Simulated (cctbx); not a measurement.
## Mn4Zn2CuS8 across an absorption edge

Space group R-3m (no. 166), a = 7.2430 Å, b = 7.2430 Å, c = 18.6440 Å, α = 90.00°, β = 90.00°, γ = 120.00°.

```csv
atom,mult.,x,y,z,Ueq (Å²)
Zn1,6,2/3,1/3,0.6902,0.0058
Cu1,3,2/3,1/3,5/6,0.0052
Mn1,3,0,0,0,0.0067
Mn2,9,2/3,5/6,5/6,0.0081
S1,6,1/3,2/3,0.8982,0.0080
S2,18,0.0084,0.5042,0.7494,0.0100
```

This is a model crystal, built by substitution and not relaxed, with assumed displacement parameters.

Calculated with cctbx: free-atom f′ and f″ from the Sasaki tables, no fine structure; amplitudes in electrons.

| E (eV) | F 0 0 3 | F 1 0 1 | F 0 1 2 | F 1 1 3 |
| --- | --- | --- | --- | --- |
| 5939 | 84.2 | 36.8 | 44.1 | 143.5 |
| 6289 | 79.5 | 40.9 | 43.9 | 138.5 |
| 6419 | 75.2 | 45.0 | 43.8 | 134.1 |
| 6479 | 70.8 | 49.3 | 43.7 | 129.6 |
| 6509 | 66.7 | 53.4 | 43.7 | 125.5 |
| 6524 | 62.3 | 57.7 | 43.7 | 121.1 |
| 6531 | 58.3 | 61.7 | 43.7 | 117.2 |
| 6535 | 54.0 | 65.9 | 43.7 | 113.0 |
| 6543 | 57.3 | 69.7 | 43.7 | 114.3 |
| 6547 | 61.9 | 64.9 | 43.7 | 119.1 |
| 6554 | 66.0 | 60.6 | 43.7 | 123.4 |
| 6569 | 70.6 | 56.0 | 43.7 | 128.0 |
| 6599 | 75.1 | 51.4 | 43.6 | 132.6 |
| 6689 | 81.2 | 44.9 | 43.6 | 138.8 |
| 6939 | 87.6 | 37.7 | 43.4 | 145.1 |

**Question.** Which edge is crossed, and why do the reflections move as they do?

The K edge of Mn. The edge is at 6539 eV. f′ of Mn falls from -3.7 e at 6419 eV to -7.3 e at 4 eV below it, and f″ steps from 0.46 to 3.95 e across it. Over that approach |F| changes by -28 % (0 0 3), +46 % (1 0 1), -0 % (0 1 2) and -16 % (1 1 3): a reflection falls where Mn scatters in phase with the total and rises where it scatters against it; it hardly moves where the Mn term is small or cancels by symmetry. Above the edge the larger f″ enters the imaginary part, where it can add to or cancel the other atoms' f″. The structure is centrosymmetric, so Friedel mates stay equal.

[Logs are printed without paths, hosts, clocks, repeated set-up lines and the standing remarks that a program may print on its own settings, such as how far it seeks lower states.]
